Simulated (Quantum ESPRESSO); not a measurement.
# ZnS (F-43m): a mode Grüneisen parameter, worked out

By how much does an optical zone-centre mode of ZnS (F-43m) shift under hydrostatic pressure?

Calculated with Quantum ESPRESSO 7.5; DFT LDA, scalar-relativistic, plane waves, PseudoDojo norm-conserving pseudopotentials.

The database entry behind the starting cell differs from later determinations by our own check (about 0.1 % short), so it need not match the best structure at ambient conditions.

### 1. The relaxed structure

It takes space group F-43m (No. 216, cubic). The conventional cell has a = 5.298 Å, b = 5.298 Å, c = 5.298 Å, α = 90.00°, β = 90.00°, γ = 90.00°. Zn has 4 S at 2.29 Å nearest. Nearest to S lie 4 Zn at 2.29 Å. Farther neighbours and most contacts between anions are not listed.

This is the cell after its relaxation at this level of theory, not the database cell from which that began.

### 2. Runs at several volumes

The relaxed cell is scaled uniformly; in this structure symmetry fixes all atoms, so nothing has to be relaxed anew. Each volume gets a ground state and a response at Γ. The mode followed is the highest one without the macroscopic field, of symmetry T2; longitudinal polar modes lie higher. Cutoff 92 Ry, k mesh 8×8×8.

From the response at V/V₀ = 0.94:

What it wrote:

```text
[banners, grids, parts of the stress and lines that vanish by symmetry left out]
Program PHONON v.7.5
     Reading xml data from directory:

[...]
Exchange-correlation= PW
                           (   1   4   0   0   0   0   0)
[...]
kinetic-energy cut-off    =      92.0000  Ry
     charge density cut-off    =     368.0000  Ry
     convergence threshold     =      1.0E-18
[...]
Exchange-correlation= PW
                           (   1   4   0   0   0   0   0)
[...]
q = (   0.0000000   0.0000000   0.0000000 )
     25 Sym.Ops. (with q -> -q+G )
     G cutoff =  448.2143  (  27989 G-vectors)     FFT grid: ( 45, 45, 45)
     number of k points=    29
[...]
Mode symmetry, T_d (-43m)  point group:
[...]
Dielectric constant
[...]
End of electric fields calculation
          Dielectric constant in cartesian axis
          (       6.328296480      -0.000000000      -0.000000000 )
          (      -0.000000000       6.328296480      -0.000000000 )
          (      -0.000000000      -0.000000000       6.328296480 )
          Effective charges (d Force / dE) in cartesian axis without acoustic sum rule applied (asr)
           atom    1  Zn    Mean Z*:        1.81887
      Ex  (        1.81887        0.00000        0.00000 )
      Ey  (        0.00000        1.81887       -0.00000 )
      Ez  (        0.00000       -0.00000        1.81887 )
           atom    2  S     Mean Z*:       -1.83865
      Ex  (       -1.83865        0.00000       -0.00000 )
      Ey  (       -0.00000       -1.83865       -0.00000 )
      Ez  (       -0.00000       -0.00000       -1.83865 )
          Effective charges Sum: Mean:       -0.01978
[...]
Effective charges (d Force / dE) in cartesian axis with asr applied:
           atom    1  Zn    Mean Z*:        1.82876
[...]
atom    2  S     Mean Z*:       -1.82876
[...]
Representation #   1 modes #   1   2   3
[...]
End of self-consistent calculation
     Convergence has been achieved
     Representation #   2 modes #   4   5   6
[...]
End of self-consistent calculation
     Convergence has been achieved
[...]
Dielectric constant in cartesian axis
          (       6.328296480      -0.000000000      -0.000000000 )
          (      -0.000000000       6.328296480      -0.000000000 )
          (      -0.000000000      -0.000000000       6.328296480 )
          Effective charges (d Force / dE) in cartesian axis without acoustic sum rule applied (asr)
           atom    1  Zn    Mean Z*:        1.81887
      Ex  (        1.81887        0.00000        0.00000 )
      Ey  (        0.00000        1.81887       -0.00000 )
      Ez  (        0.00000       -0.00000        1.81887 )
           atom    2  S     Mean Z*:       -1.83865
      Ex  (       -1.83865        0.00000       -0.00000 )
      Ey  (       -0.00000       -1.83865       -0.00000 )
      Ez  (       -0.00000       -0.00000       -1.83865 )
          Effective charges Sum: Mean:       -0.01978
[...]
Effective charges (d Force / dE) in cartesian axis with asr applied:
           atom    1  Zn    Mean Z*:        1.82876
[...]
atom    2  S     Mean Z*:       -1.82876
[...]
q = (    0.000000000   0.000000000   0.000000000 )
[...]
freq (    1) =      -0.087628 [THz] =      -2.922969 [cm-1]
     freq (    2) =      -0.087628 [THz] =      -2.922969 [cm-1]
     freq (    3) =      -0.087628 [THz] =      -2.922969 [cm-1]
     freq (    4) =       9.694484 [THz] =     323.373192 [cm-1]
     freq (    5) =       9.694484 [THz] =     323.373192 [cm-1]
     freq (    6) =       9.694484 [THz] =     323.373192 [cm-1]
[...]
Mode symmetry, T_d (-43m)  point group:
     freq (   1-   3) =         -2.9  [cm-1]   --> T_2  G_15 P_4   I+R
     freq (   4-   6) =        323.4  [cm-1]   --> T_2  G_15 P_4   I+R

   JOB DONE.
```

One volume, V/V₀ = 1.03, is held back as a test.

```csv
V/V₀,volume (Å³/atom),pressure (GPa),ω (cm⁻¹)
0.94,17.468,6.05,323.37
0.97,18.026,2.77,306.81
1,18.583,0.00,291.19
1.03,19.141,-2.35,held back
1.06,19.698,-4.36,262.39
```

### 3. The fit

The mode Grüneisen parameter is γ = −d ln ω / d ln V.

```csv
ln(V/V₀),ln ω
-0.0619,5.7788
-0.0305,5.7262
0.0000,5.6740
0.0583,5.5698
```

A straight line through these points has the slope -1.742, so γ = 1.74; at V/V₀ = 1.03 it predicts ω = exp(5.6724 − 0.0515) = 276.13 cm⁻¹.

A parabola of pressure against ln V through V/V₀ = 0.97, 1 and 1.03 gives the bulk modulus B = −dP/d ln V = 85 GPa at V₀. With ω₀ from the fitted line the pressure coefficient follows as dω/dP = γ ω₀ / B = 1.74 × 290.7 / 85 = 5.94 cm⁻¹/GPa.

### 4. The run that was held back

What it wrote:

```text
[banners, grids, parts of the stress and lines that vanish by symmetry left out]
[banner, memory and clock lines left out]
Program PHONON v.7.5

[...]
Exchange-correlation= PW
                           (   1   4   0   0   0   0   0)
[...]
kinetic-energy cut-off    =      92.0000  Ry
     charge density cut-off    =     368.0000  Ry
     convergence threshold     =      1.0E-18
[...]
Exchange-correlation= PW
                           (   1   4   0   0   0   0   0)
[...]
q = (   0.0000000   0.0000000   0.0000000 )
     25 Sym.Ops. (with q -> -q+G )
     G cutoff =  476.3855  (  30827 G-vectors)     FFT grid: ( 45, 45, 45)
     number of k points=    29
[...]
Mode symmetry, T_d (-43m)  point group:
[...]
Dielectric constant
[...]
End of electric fields calculation
          Dielectric constant in cartesian axis
          (       6.379352706      -0.000000000       0.000000000 )
          (       0.000000000       6.379352706       0.000000000 )
          (      -0.000000000       0.000000000       6.379352706 )
          Effective charges (d Force / dE) in cartesian axis without acoustic sum rule applied (asr)
           atom    1  Zn    Mean Z*:        1.95199
      Ex  (        1.95199       -0.00000       -0.00000 )
      Ey  (       -0.00000        1.95199        0.00000 )
      Ez  (       -0.00000        0.00000        1.95199 )
           atom    2  S     Mean Z*:       -1.97126
      Ex  (       -1.97126       -0.00000        0.00000 )
      Ey  (        0.00000       -1.97126       -0.00000 )
      Ez  (        0.00000       -0.00000       -1.97126 )
[...]
Representation #   1 modes #   1   2   3
[...]
End of self-consistent calculation
     Convergence has been achieved
     Representation #   2 modes #   4   5   6
[...]
End of self-consistent calculation
     Convergence has been achieved
[...]
Dielectric constant in cartesian axis
          (       6.379352706      -0.000000000       0.000000000 )
          (       0.000000000       6.379352706       0.000000000 )
          (      -0.000000000       0.000000000       6.379352706 )
          Effective charges (d Force / dE) in cartesian axis without acoustic sum rule applied (asr)
           atom    1  Zn    Mean Z*:        1.95199
      Ex  (        1.95199       -0.00000       -0.00000 )
      Ey  (       -0.00000        1.95199        0.00000 )
      Ez  (       -0.00000        0.00000        1.95199 )
           atom    2  S     Mean Z*:       -1.97126
      Ex  (       -1.97126       -0.00000        0.00000 )
      Ey  (        0.00000       -1.97126       -0.00000 )
      Ez  (        0.00000       -0.00000       -1.97126 )
          Effective charges Sum: Mean:       -0.01927
[...]
Effective charges (d Force / dE) in cartesian axis with asr applied:
           atom    1  Zn    Mean Z*:        1.96162
[...]
atom    2  S     Mean Z*:       -1.96162
[...]
q = (    0.000000000   0.000000000   0.000000000 )
[...]
freq (    1) =       0.089380 [THz] =       2.981399 [cm-1]
     freq (    2) =       0.089380 [THz] =       2.981399 [cm-1]
     freq (    3) =       0.089380 [THz] =       2.981399 [cm-1]
     freq (    4) =       8.286578 [THz] =     276.410480 [cm-1]
     freq (    5) =       8.286578 [THz] =     276.410480 [cm-1]
     freq (    6) =       8.286578 [THz] =     276.410480 [cm-1]
[...]
Mode symmetry, T_d (-43m)  point group:
     freq (   1-   3) =          3.0  [cm-1]   --> T_2  G_15 P_4   I+R
     freq (   4-   6) =        276.4  [cm-1]   --> T_2  G_15 P_4   I+R
```

It gives 276.41 cm⁻¹ against the predicted 276.13 cm⁻¹, a miss of 0.3 cm⁻¹.

### 5. Summary of results

```
mode Grüneisen parameter : 1.742
bulk modulus             : 85.3 GPa
pressure coefficient     : 5.94 cm⁻¹/GPa
```

What this shows: The highest optical mode of ZnS (F-43m) without the LO-TO term stiffens by 5.94 cm⁻¹ a GPa near the relaxed volume, with γ = 1.74. The power law meets all 5 runs within 0.17 %; between neighbouring volumes γ runs from 1.67 to 1.81. Such a coefficient turns a measured shift of this mode into a hydrostatic stress; uniaxial or biaxial stress splits the mode and needs deformation potentials. These are harmonic values at zero temperature for the structure held cubic, which a run at Γ can't show to be stable; the bulk modulus rests on three points.

[Host names and launcher messages were left out of these logs when they were recorded.]

[Logs are printed without paths, hosts, clocks, repeated set-up lines and the standing remarks that a program may print on its own settings, such as how far it seeks lower states.]

[Hosts, paths, dates, database ids (printed as entryN), source tags and the programs' standing remarks are cut or masked in the printed files.]
